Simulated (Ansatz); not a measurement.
## What PtC (model cell, started as CsCl type) distorts into

Aim: this structure of PtC (model cell, started as CsCl type) is to be tested for unstable modes, and one is followed downhill.

Calculated with Ansatz 0.2.0; DFT PBEsol, scalar-relativistic, plane waves, PAW.

The structure was built from a prototype and need not be the compound's stable phase.

### 1. The starting structure

The structure is cubic, space group Pm-3m (No. 221). Conventional cell: a = 2.771 Å, b = 2.771 Å, c = 2.771 Å, α = 90.00°, β = 90.00°, γ = 90.00°. Nearest to Pt lie 8 C at 2.40 Å. C has 8 Pt at 2.40 Å nearest. Farther neighbours are not listed.

As a file:

```cif
data_structure
_symmetry_space_group_name_H-M 'Pm-3m'
_symmetry_Int_Tables_number 221
_cell_length_a 2.7712
_cell_length_b 2.7712
_cell_length_c 2.7712
_cell_angle_alpha 90.000
_cell_angle_beta 90.000
_cell_angle_gamma 90.000
_cell_volume 21.28
loop_
_atom_site_label
_atom_site_type_symbol
_atom_site_symmetry_multiplicity
_atom_site_Wyckoff_symbol
_atom_site_fract_x
_atom_site_fract_y
_atom_site_fract_z
_atom_site_occupancy
Pt1 Pt 1 a 0.00000 0.00000 0.00000 1
C1 C 1 b 0.50000 0.50000 0.50000 1
```

### 2. Phonons on a q mesh

The cell comes from relaxations at this level that are not shown. Stability and thermal properties need the whole zone. Linear response on a 4×4×4 q mesh gives force constants as far as a supercell of that size would.

Contents of input.yaml:

```yaml
crystal:
  lattice:
    - [2.7712460625, 0.0, 0.0]
    - [0.0, 2.7712460625, 0.0]
    - [0.0, 0.0, 2.7712460625]
  atoms:
    - { symbol: Pt, position: [0.0, 0.0, 0.0] }
    - { symbol: C, position: [0.5, 0.5, 0.5] }
kpoints:
  mp_grid: { grid: [16, 16, 16] }
hamiltonian:
  xc: pbesol
scf:
  occupations: { method: methfessel_paxton, width: 0.15 }
output:
  eigenvalues: true
phonons:
  method: dfpt
  qmesh: [4, 4, 4]
  temperatures: { t_max: 1000, t_step: 50 }
  qpath:
    path:
      - [[0.0, 0.0, 0.0], [0.0, 0.5, 0.0], [0.5, 0.5, 0.0], [0.0, 0.0, 0.0], [0.5, 0.5, 0.5], [0.0, 0.5, 0.0]]
      - [[0.5, 0.5, 0.5], [0.5, 0.5, 0.0]]
    npoints: 10
```

Started as:

```bash
ansatz run input.yaml --threads 4 --pin off --max-ram 7168MiB --backend cpu --events-out ev --progress --plain --runs-dir out
```

Numbers of over 12 decimals in the logs are rounded to 6 here.

Log:

```text
Engine: ansatz 0.2.0, aarch64-unknown-linux-gnu
Pseudopotentials: kind: paw
Pseudopotential: Pt, paw, valence charge 18, recommended cutoff 420 eV (normal), Pt.paw.azcp
Pseudopotential: C, paw, valence charge 4, recommended cutoff 420 eV (normal), C.paw.azcp
Functional definition: PBEsol
  exchange = pbesol_x
  correlation = pbesol_c
Crystal: 2 atoms, lattice volume = 21.283 Å³
Basis set: ecut = 420 eV, 437 PW (Γ), exchange–correlation on 40×40×40 points (8 copies of the dense FFT grid, shifted against one another)
Bands: 15, of which v1, the nominal top of the filled ones, is band 11 counted from 1 (10 counted from 0)
Symmetry: 48 space group operations
k-points: 165 of 4096
Non-local potential: Pt, projectors of the file, l = 0: 3, l = 1: 2, l = 2: 2, l = 3: 1
Non-local potential: C, projectors of the file, l = 0: 2, l = 1: 2, l = 2: 1
PAW form: soft (Blöchl's): semilocal exchange-correlation on the pseudo side does not see the compensation charge
PAW frozen core: Pt, regenerated for the run's functional, and the local potential with it (the file was generated under x = pbe(κ = 0.804, μ = 0.219515), c = pbe(β = 0.066725))
PAW frozen core: C, regenerated for the run's functional, and the local potential with it (the file was generated under x = pbe(κ = 0.804, μ = 0.219515), c = pbe(β = 0.066725))
PAW one-centre angular grid: Pt, 590 points (default); XC on 64 Gauss nodes
PAW one-centre angular grid: C, 110 points (default); XC on 64 Gauss nodes
Initial density: superposition of atomic densities (neutral atoms: chi_scale 0, normalization atom), corrected by the library's trained network
Initial wavefunctions: pseudopotential atomic-orbital guess
Functional: x = pbesol(κ = 0.804, μ = 0.123457), c = pbesol(β = 0.046)
SCF iter   1: F=—  HF=-12626.658239 eV  |F-HF|=—  |Δ(HF+E_count)|=         —  Δρ=9.17e-3  dr2=9.78e-3  ethr=1.77e-3  ⟨swp⟩=4.7  Hψ=11153  notcnv=0
preconditioner: auto → none  [metal: Δε(μ)=0.004 eV  Ē_g=10.822 eV  σ=0.150 eV  W_gap=0.02  n_scr=6 (ndim 8)  ℏωp=30.1 eV  f_vac=0.000  D(μ)=1.29/eV (n_scr^D=18)  sad-step TF]
SCF iter   2: F=—  HF=-12626.656880 eV  |F-HF|=—  |Δ(HF+E_count)|=   1.36e-3  S|Δr|=    0.00e0  Δρ=5.23e-3  dr2=3.43e-3  ethr=4.44e-5  ⟨swp⟩=2.0  Hψ=4691  notcnv=0
SCF iter   3: F=—  HF=-12626.655889 eV  |F-HF|=—  |Δ(HF+E_count)|=   9.91e-4  S|Δr|=    0.00e0  Δρ=4.00e-4  dr2=2.38e-5  ethr=1.56e-5  ⟨swp⟩=2.0  Hψ=3530  notcnv=0
SCF iter   4: F=—  HF=-12626.655883 eV  |F-HF|=—  |Δ(HF+E_count)|=   6.31e-6  S|Δr|=    0.00e0  Δρ=8.14e-5  dr2=1.02e-6  ethr=1.08e-7  ⟨swp⟩=2.1  Hψ=3667  notcnv=0
SCF iter   5: F=—  HF=-12626.655883 eV  |F-HF|=—  |Δ(HF+E_count)|=   1.86e-7  S|Δr|=    0.00e0  Δρ=8.38e-6  dr2=7.12e-9  ethr=4.64e-9  ⟨swp⟩=2.0  Hψ=3982  notcnv=0
SCF iter   6: F=—  HF=-12626.655883 eV  |F-HF|=—  |Δ(HF+E_count)|=  5.66e-10  S|Δr|=    0.00e0  Δρ=7.06e-7  dr2=7.38e-11  ethr=3.24e-11  ⟨swp⟩=2.3  Hψ=4342  notcnv=0
SCF iter   7: F=-12626.655883 eV  HF=-12626.655883 eV  |F-HF|=3.64e-12  |Δ(HF+E_count)|=  9.09e-12  S|Δr|=    0.00e0  Δρ=4.17e-8  dr2=2.00e-13  ethr=1.00e-12  ⟨swp⟩=5.2  Hψ=9870  notcnv=0
SCF 1 converged in 7 iterations: F = -12626.655883 eV  dr2 = 2.00e-13
  greatest PAW one-centre occupation: 1.000 electrons in one spin orbital (limit 2), on the Pt atom at site 0 (counted from 0), in its partial waves of l = 0
Initial density: read from a saved state, or passed on in memory by an earlier SCF of this step, an earlier step, the calling program or the single point that the run made first
iter 1 solved again at ethr=6.14e-9 eV; its pass at ethr=3.10e-3 eV (dr2=1.35e-6 eV) is discarded
SCF iter   1: F=—  HF=-12626.655883 eV  |F-HF|=—  |Δ(HF+E_count)|=         —  Δρ=3.95e-7  dr2=4.83e-11  ethr=6.14e-9  ⟨swp⟩=3.3  Hψ=18875  notcnv=0
preconditioner: auto → none  [metal: Δε(μ)=0.001 eV  Ē_g=10.812 eV  σ=0.150 eV  W_gap=0.01  n_scr=6 (ndim 8)  ℏωp=30.1 eV  f_vac=0.000  D(μ)=1.27/eV (n_scr^D=18)]
SCF iter   2: F=—  HF=-12626.655883 eV  |F-HF|=—  |Δ(HF+E_count)|=   1.32e-8  S|Δr|=    0.00e0  Δρ=2.30e-7  dr2=1.62e-11  ethr=1.00e-12  ⟨swp⟩=2.7  Hψ=4595  notcnv=0
SCF iter   3: F=-12626.655883 eV  HF=-12626.655883 eV  |F-HF|=1.27e-11  |Δ(HF+E_count)|=  3.64e-12  S|Δr|=    0.00e0  Δρ=1.48e-7  dr2=6.75e-12  ethr=1.00e-12  ⟨swp⟩=2.9  Hψ=5730  notcnv=0
SCF 2 converged in 3 iterations: F = -12626.655883 eV  dr2 = 6.75e-12
phonons: the bands overlap, so this run is a metal and interpolates without the dipole-dipole term. If the crystal is really an insulator or semiconductor, its LO-TO splitting is missing
NSCF: frozen V_eff on 165 k-points
WARN: eigensolver did not converge in 2 slots of this pass, the one above among them; of largest residual over every band (k=9): 1 band(s) unlocked (lowest unlocked band 14, counted from 0; max residual 2.71e-6 eV among the unlocked bands, 2.71e-6 eV over every band); of lowest unlocked band (k=1): band 14
NSCF: frozen V_eff on 405 k-points
DFPT response loops at q = (0, 0, 0) (fractional): preconditioner auto → Kerker (q_TF=auto, 2.743 Å⁻¹) (partly filled bands, converged f_vac=0.000); β = 1.00, the filter's whole step (`scf.mixing.beta` (0.50) is not read by the response loops under this deck's `scf.mixing.preconditioner`; to damp them name `kerker` or `kerker_dos`, under which they read `scf.mixing.beta`, and type it under 1.00, their step now; both keys bind the ground state too); Broyden in place of MSR1
NSCF: frozen V_eff on 2592 k-points
DFPT response loops at q = (0, 0, 0.25) (fractional): mixed as the last ones told, above
NSCF: frozen V_eff on 1458 k-points
DFPT response loops at q = (0, 0, -0.5) (fractional): mixed as the last ones told, above
NSCF: frozen V_eff on 4608 k-points
DFPT response loops at q = (0, 0.25, 0.25) (fractional): mixed as the last ones told, above
NSCF: frozen V_eff on 2592 k-points
DFPT response loops at q = (0, 0.25, -0.5) (fractional): mixed as the last ones told, above
NSCF: frozen V_eff on 1458 k-points
DFPT response loops at q = (0, -0.5, -0.5) (fractional): mixed as the last ones told, above
NSCF: frozen V_eff on 4352 k-points
DFPT response loops at q = (0.25, 0.25, 0.25) (fractional): mixed as the last ones told, above
NSCF: frozen V_eff on 4608 k-points
DFPT response loops at q = (0.25, 0.25, -0.5) (fractional): mixed as the last ones told, above
NSCF: frozen V_eff on 2592 k-points
DFPT response loops at q = (0.25, -0.5, -0.5) (fractional): mixed as the last ones told, above
NSCF: frozen V_eff on 810 k-points
DFPT response loops at q = (-0.5, -0.5, -0.5) (fractional): mixed as the last ones told, above
SCF converged after 7 iterations
Stability not checked: this state was not tested for a lower state beside it, because cold or Methfessel-Paxton smearing, or corrected tetrahedra, fill the levels in a way that the test cannot read (fill_not_monotonic; see scf.lower_state_search)
Free energy (F): -12626.655883 eV
Harris-Foulkes:  -12626.655883 eV  (|F-HF|=3.64e-12)
Internal energy: -12626.657855 eV  (E = F + TS)
E sigma→0 (E₀):  -12626.656376 eV
Entropy (-TS):   0.001972 eV (0.986 meV/atom)
Fermi energy:    20.635853 eV
--- Per-component energies (eV) ---
  E_band       = -138.714589
  E_kinetic    = 718.792730
  E_local      = -1674.354255  (includes V_loc(G=0)·N_el)
  E_nonlocal   = 231.116714
  E_hartree    = 620.711833
  E_xc         = -306.713284
  E_vxc        = -360.016452  (∫ρ·V_xc dr)
  E_paw        = -9410.215440  (= ΣΔE_a)
  E_vpaw       = -295.677163  (= ΣTr[D̂ρ^β])
  E_aug_tail   = 0.000150  (compensation charges beyond the density's cutoff)
  E_ewald      = -2806.304384
  E_core_change = 0.308082  (= ΣΔE_core)
  E_smearing   = 0.001972  (= −TS)
  E_closure    = 0.000000  (closes the sum)
  Σ components = -12626.655883   (vs F -12626.655883, Δ=0.00e0)
--- Band table (eV; the first three rows and the last of 165) ---
  k-point 0: bands = [... 7 lower, 18.7888, 18.7888, 18.7888, 20.4175, 20.4175, 20.4175, 25.0119, 36.4094]
  k-point 1: bands = [... 7 lower, 18.4820, 18.4820, 18.7974, 20.1515, 20.7525, 20.7525, 25.2698, 36.0872]
  k-point 2: bands = [... 7 lower, 17.8992, 17.8992, 18.8220, 19.5781, 21.4195, 21.4195, 25.8621, 35.2988]
  k-point 164: bands = [... 7 lower, 12.6434, 20.4878, 20.4878, 24.6858, 24.6858, 24.6858, 26.0479, 26.0479]
--- Phonons (Γ-DFPT): 2 representative perturbations + reference (Σ response iterations 7) ---
  ASR residual: 3.272e-5 → 0.000e0 eV/Å²; symmetrization residual: 1.113e-6 eV/Å²
  ASR residual per site (eV/Å²): 3.27e-5 3.09e-6
  Γ frequencies (cm⁻¹): -273.79 -273.79 -273.79 0.00 0.00 0.00
--- Phonons (arbitrary-q DFPT): 10 irreducible q on the 4×4×4 mesh ---
  q = [0.0000, 0.0000, 0.0000] (star 1, of the zone-centre solve; hermiticity 7.13e-7, symmetrization 1.59e-12): -273.79 -273.79 -273.79 -0.00 -0.00 0.00
  q = [0.0000, 0.0000, 0.2500] (star 6, 4 solved perturbations in 4032 linear systems a pass and spin channel, the states on 1296 of 4096 k-point pairs; hermiticity 1.37e-7, symmetrization 2.30e-12): -255.99 -255.99 -111.47 12.63 12.63 160.95
  q = [0.0000, 0.0000, -0.5000] (star 3, 4 solved perturbations in 2268 linear systems a pass and spin channel, the states on 729 of 4096 k-point pairs; hermiticity 6.04e-9, symmetrization 3.31e-9): -244.11 -244.11 29.80 29.80 147.16 343.50
  q = [0.0000, 0.2500, 0.2500] (star 12, 4 solved perturbations in 7056 linear systems a pass and spin channel, the states on 2304 of 4096 k-point pairs; hermiticity 3.72e-7, symmetrization 1.19e-13): -246.49 -198.57 -107.03 -17.81 91.47 158.33
  q = [0.0000, 0.2500, -0.5000] (star 12, 6 solved perturbations on 1296 of 4096 k-point pairs; hermiticity 3.75e-7, symmetrization 2.54e-8): -260.52 -203.91 -9.64 82.76 136.97 229.58
  q = [0.0000, -0.5000, -0.5000] (star 3, 4 solved perturbations in 2268 linear systems a pass and spin channel, the states on 729 of 4096 k-point pairs; hermiticity 7.97e-7, symmetrization 6.50e-13): -278.21 -52.11 -13.74 -13.74 141.18 141.18
  q = [0.2500, 0.2500, 0.2500] (star 8, 2 solved perturbations on 2176 of 4096 k-point pairs; hermiticity 2.01e-7, symmetrization 1.68e-12): -177.00 -177.00 -132.36 75.95 75.95 112.60
  q = [0.2500, 0.2500, -0.5000] (star 12, 4 solved perturbations in 7056 linear systems a pass and spin channel, the states on 2304 of 4096 k-point pairs; hermiticity 1.66e-7, symmetrization 3.54e-9): -216.06 -172.83 64.28 68.04 126.70 204.28
  q = [0.2500, -0.5000, -0.5000] (star 6, 4 solved perturbations in 4032 linear systems a pass and spin channel, the states on 1296 of 4096 k-point pairs; hermiticity 3.98e-7, symmetrization 1.03e-9): -260.38 -185.80 -185.80 79.89 130.35 130.35
  q = [-0.5000, -0.5000, -0.5000] (star 1, 2 solved perturbations on 405 of 4096 k-point pairs; hermiticity 4.34e-10, symmetrization 2.17e-10): -70.57 -70.57 -70.57 147.82 147.82 147.82
  sum rule: each row above includes the acoustic sum rule's correction from the zone centre's row sums; it moved no ω² by more than (0.26 cm⁻¹)²
  mesh force constants: q→R imaginary residual 1.39e-18; ASR residual 3.272e-5 → 0.000e0 eV/Å²; symmetrization residual 5.329e-15 eV/Å²
  interpolated dispersion: 62 rows × 6 modes
  density of states and harmonic sums: on the 24×24×24 q-mesh, interpolated from the force constants of a 4×4×4 supercell (no non-analytic term)
  largest difference from the sums on the solved wave vectors: F 1.10e-1 eV, S 1.43e-4 and C_V 3.58e-5 eV/K
  zero-point energy: 0.021629 eV/cell   skipped modes (ω ≤ 0): 1248, of them read as no rigid motion or as one in doubt: 1245 (2.656e0 modes/cell left out, lowest -283.02 cm⁻¹)   left out of the sums: 4.43e-1 of the cell's modes: C_V's classical limit lies that fraction below 3 k_B per atom; for a crystal, a wire or a layer, F and S can be off by more, and a phonons.interpolated_qmesh denser along its periods is the remedy for the sampling
```

Wall time 3.9 min (4 threads of Arm Neoverse V2, shared host); peak memory 2 GiB.

In the SCF lines HF is the Harris–Foulkes energy and dr2 the Hartree energy of the density residual, in eV; the loop may stop once dr2 is under the threshold and the program's other checks hold. Hψ counts applications of the Hamiltonian.

Numbers from this step:

| Property | Result |
| --- | --- |
| volume per atom | 10.64 Å³ |
| gap on the k-mesh | 0 eV |
| sum-rule residual before enforcement | 3.27e-5 eV/Å² |
| lowest frequency on the path | -282.6 cm⁻¹ |
| point group | m-3m |
| highest frequency on the path or at a solved wavevector | 343.5 cm⁻¹ |
| highest optical mode at the zone centre (no LO-TO term) | -273.8 cm⁻¹ |
| lowest optical zone-centre mode | -273.8 cm⁻¹ |
| lowest mode on the q mesh (acoustic modes at Γ apart) | -278.2 cm⁻¹ |

Frequencies (cm⁻¹) solved at each irreducible wavevector; negative means imaginary. Frequencies by wavevector, by row:

| q in reciprocal lattice units | star | mode 1 | mode 2 | mode 3 | mode 4 | mode 5 | mode 6 |
| --- | --- | --- | --- | --- | --- | --- | --- |
| 0 0 0 | 1 | -273.8 | -273.8 | -273.8 | 0 | 0 | 0 |
| 0 0 0.25 | 6 | -256 | -256 | -111.5 | 12.6 | 12.6 | 160.9 |
| 0 0 -0.5 | 3 | -244.1 | -244.1 | 29.8 | 29.8 | 147.2 | 343.5 |
| 0 0.25 0.25 | 12 | -246.5 | -198.6 | -107 | -17.8 | 91.5 | 158.3 |
| 0 0.25 -0.5 | 12 | -260.5 | -203.9 | -9.6 | 82.8 | 137 | 229.6 |
| 0 -0.5 -0.5 | 3 | -278.2 | -52.1 | -13.7 | -13.7 | 141.2 | 141.2 |
| 0.25 0.25 0.25 | 8 | -177 | -177 | -132.4 | 76 | 76 | 112.6 |
| 0.25 0.25 -0.5 | 12 | -216.1 | -172.8 | 64.3 | 68 | 126.7 | 204.3 |
| 0.25 -0.5 -0.5 | 6 | -260.4 | -185.8 | -185.8 | 79.9 | 130.3 | 130.3 |
| -0.5 -0.5 -0.5 | 1 | -70.6 | -70.6 | -70.6 | 147.8 | 147.8 | 147.8 |

Interpolated from a 4×4×4 q mesh. Phonon branches along the path, in cm⁻¹:

| point | branch 1 | branch 2 | branch 3 | branch 4 | branch 5 | branch 6 |
| --- | --- | --- | --- | --- | --- | --- |
| Γ | -274 | -274 | -274 | 0 | 0 | 0 |
| halfway | -256 | -256 | -112 | 13 | 13 | 161 |
| X | -244 | -244 | 30 | 30 | 147 | 344 |
| halfway | -260 | -204 | -10 | 83 | 137 | 230 |
| M | -278 | -52 | -14 | -14 | 141 | 141 |
| halfway | -246 | -199 | -107 | -18 | 92 | 158 |
| Γ | -274 | -274 | -274 | 0 | 0 | 0 |
| halfway | -177 | -177 | -132 | 76 | 76 | 113 |
| R | -71 | -71 | -71 | 148 | 148 | 148 |
| halfway | -216 | -173 | 64 | 68 | 127 | 204 |
| X | -244 | -244 | 30 | 30 | 147 | 344 |
| jump to R | -71 | -71 | -71 | 148 | 148 | 148 |
| halfway | -260 | -186 | -186 | 80 | 130 | 130 |
| M | -278 | -52 | -14 | -14 | 141 | 141 |

The phonon branches as a text plot (rows in cm⁻¹):

```
    330 |      ***                                      **
    304 |         *                                    *
    278 |     *    *                                  *
    252 |                                            *
    226 |    *
    200 |           *                               *
    174 |            *     **
    148 |   *  *****  *** *  **              *****    *******   *
    122 |     *     *** *****        ****  **    *****     * ***
     96 |  *        **   *   * *         ***       *        *
     70 | *       **  *   *   * *   *  **           *        *
     43 |    *   *      *      *** ****            * ****
     17 |*  ********             * *                     *    *
     -9 |***           *   ********
    -35 |           ***  **                                    **
    -61 |              **  **                 **                *
    -87 |             *  *                                *    *
   -113 |   *                *               *  * *
   -139 |            *    *   *         **** *   *            *
   -165 |           *      **          **  **    ****      *
   -191 |                    * *     **              *     ***
   -217 |  *       *          *     *  *          *****
   -243 | * ********       ******    **               ****  *
   -270 |***        *******    ******                        ****
         Γ      X      M          Γ            R        X|R     M
```

Symmetry leaves 10 wavevectors to solve. The lowest mode among them, the acoustic zeros apart, lies at q = (0, -0.5, -0.5) and is imaginary, 278.2i cm⁻¹, so the energy falls along it. Between them the interpolated path dips to 283i cm⁻¹.

### 3. The mode frozen in, largest atomic shift 0 Å

The mode followed lies at Γ with frequency 273.8i cm⁻¹ and is 3-fold degenerate, one of the unstable modes though not the softest. At small amplitude the distorted cell has space group no. 160 by a symmetry search on the positions. The undistorted cell that holds it gives the zero of energy on the same k mesh.

input.yaml, the sections that differ from step 2:

```yaml
output:
  forces: true
  stress: true
  eigenvalues: true
# crystal, kpoints, hamiltonian, scf: as in step 2
# phonons: removed
```

Log:

```text
[...]
Crystal: 2 atoms, lattice volume = 21.283 Å³
Basis set: ecut = 420 eV, 437 PW (Γ), exchange–correlation on 40×40×40 points (8 copies of the dense FFT grid, shifted against one another)
Bands: 15, of which v1, the nominal top of the filled ones, is band 11 counted from 1 (10 counted from 0)
Symmetry: 48 space group operations
[...]
k-points: 165 of 4096
[...]
--- Band table (eV; the first three rows and the last of 165) ---
  k-point 0: bands = [... 7 lower, 18.7888, 18.7888, 18.7888, 20.4176, 20.4176, 20.4176, 25.0119, 36.4094]
  k-point 1: bands = [... 7 lower, 18.4820, 18.4820, 18.7974, 20.1516, 20.7525, 20.7525, 25.2698, 36.0872]
  k-point 2: bands = [... 7 lower, 17.8991, 17.8991, 18.8220, 19.5782, 21.4195, 21.4195, 25.8621, 35.2988]
  k-point 164: bands = [... 7 lower, 12.6435, 20.4877, 20.4877, 24.6858, 24.6858, 24.6858, 26.0479, 26.0479]
[key lines of the parts left out:]
SCF converged after 5 iterations
Free energy (F): -12626.655883 eV
Fermi energy:    20.635847 eV
P = ⅓ Tr σ = -0.0001 GPa (-0.001 kbar)
```

Wall time 0.68 s (4 threads); peak memory 0.32 GiB.

Numbers from this step:

```yaml
pressure: -6.91e-5 GPa
energy_from_the_undistorted_cell: 0 meV/atom
```

The run ends at a pressure of 0.00 GPa.

### 4. The mode frozen in, largest atomic shift 0.32 Å

The atoms are moved along the unstable eigenvector, the largest shift by 0.32 Å, with the cell fixed.

input.yaml, the sections that differ from step 3:

```yaml
crystal:
  lattice:
    - [2.7712460625, 0.0, 0.0]
    - [0.0, 2.7712460625, 0.0]
    - [0.0, 0.0, 2.7712460625]
  atoms:
    - { symbol: Pt, position: [0.0041046088, -0.0041046088, -0.0041046088] }
    - { symbol: C, position: [0.4333324858, 0.5666675142, 0.5666675142] }
# kpoints, hamiltonian, scf, output: as in step 3
```

Log:

```text
[...]
Crystal: 2 atoms, lattice volume = 21.283 Å³
Basis set: ecut = 420 eV, 437 PW (Γ), exchange–correlation on 40×40×40 points (8 copies of the dense FFT grid, shifted against one another)
Bands: 15, of which v1, the nominal top of the filled ones, is band 11 counted from 1 (10 counted from 0)
Symmetry: 6 space group operations
[...]
k-points: 417 of 4096 (time reversal used)
[...]
--- Band table (eV; the first three rows and the last of 417) ---
  k-point 0: bands = [... 7 lower, 17.5736, 18.5866, 18.5866, 21.1962, 21.1962, 21.4529, 24.8422, 34.9293]
  k-point 1: bands = [... 7 lower, 17.4452, 18.3984, 18.5694, 20.8049, 21.3816, 21.7450, 25.1024, 34.7327]
  k-point 2: bands = [... 7 lower, 17.1234, 17.9607, 18.5497, 20.1383, 21.8089, 22.2623, 25.6775, 34.2352]
  k-point 416: bands = [... 7 lower, 14.5414, 20.3517, 20.3517, 23.0060, 23.8311, 23.8311, 27.0098, 27.0098]
[key lines of the parts left out:]
SCF converged after 6 iterations
Free energy (F): -12626.733377 eV
Fermi energy:    20.659863 eV
P = ⅓ Tr σ = 10.2351 GPa (102.351 kbar)
```

The job ended after 2.3 s (4 threads; peak memory 0.44 GiB; 8.4 s of CPU time).

Numbers from this step:

- pressure: 10.24 GPa
- energy from the undistorted cell: -38.78 meV/atom

The energy, extrapolated to zero smearing, is -38.78 meV/atom against the undistorted cell.

The run ends at a pressure of 10.24 GPa, with forces up to 0.068 eV/Å.

(Continued in part 2 of 3.)

[Logs are printed without paths, hosts, clocks, repeated set-up lines and the standing remarks that a program may print on its own settings, such as how far it seeks lower states.]

[Hosts, paths, dates, database ids (printed as entryN), source tags and the programs' standing remarks are cut or masked in the printed files.]
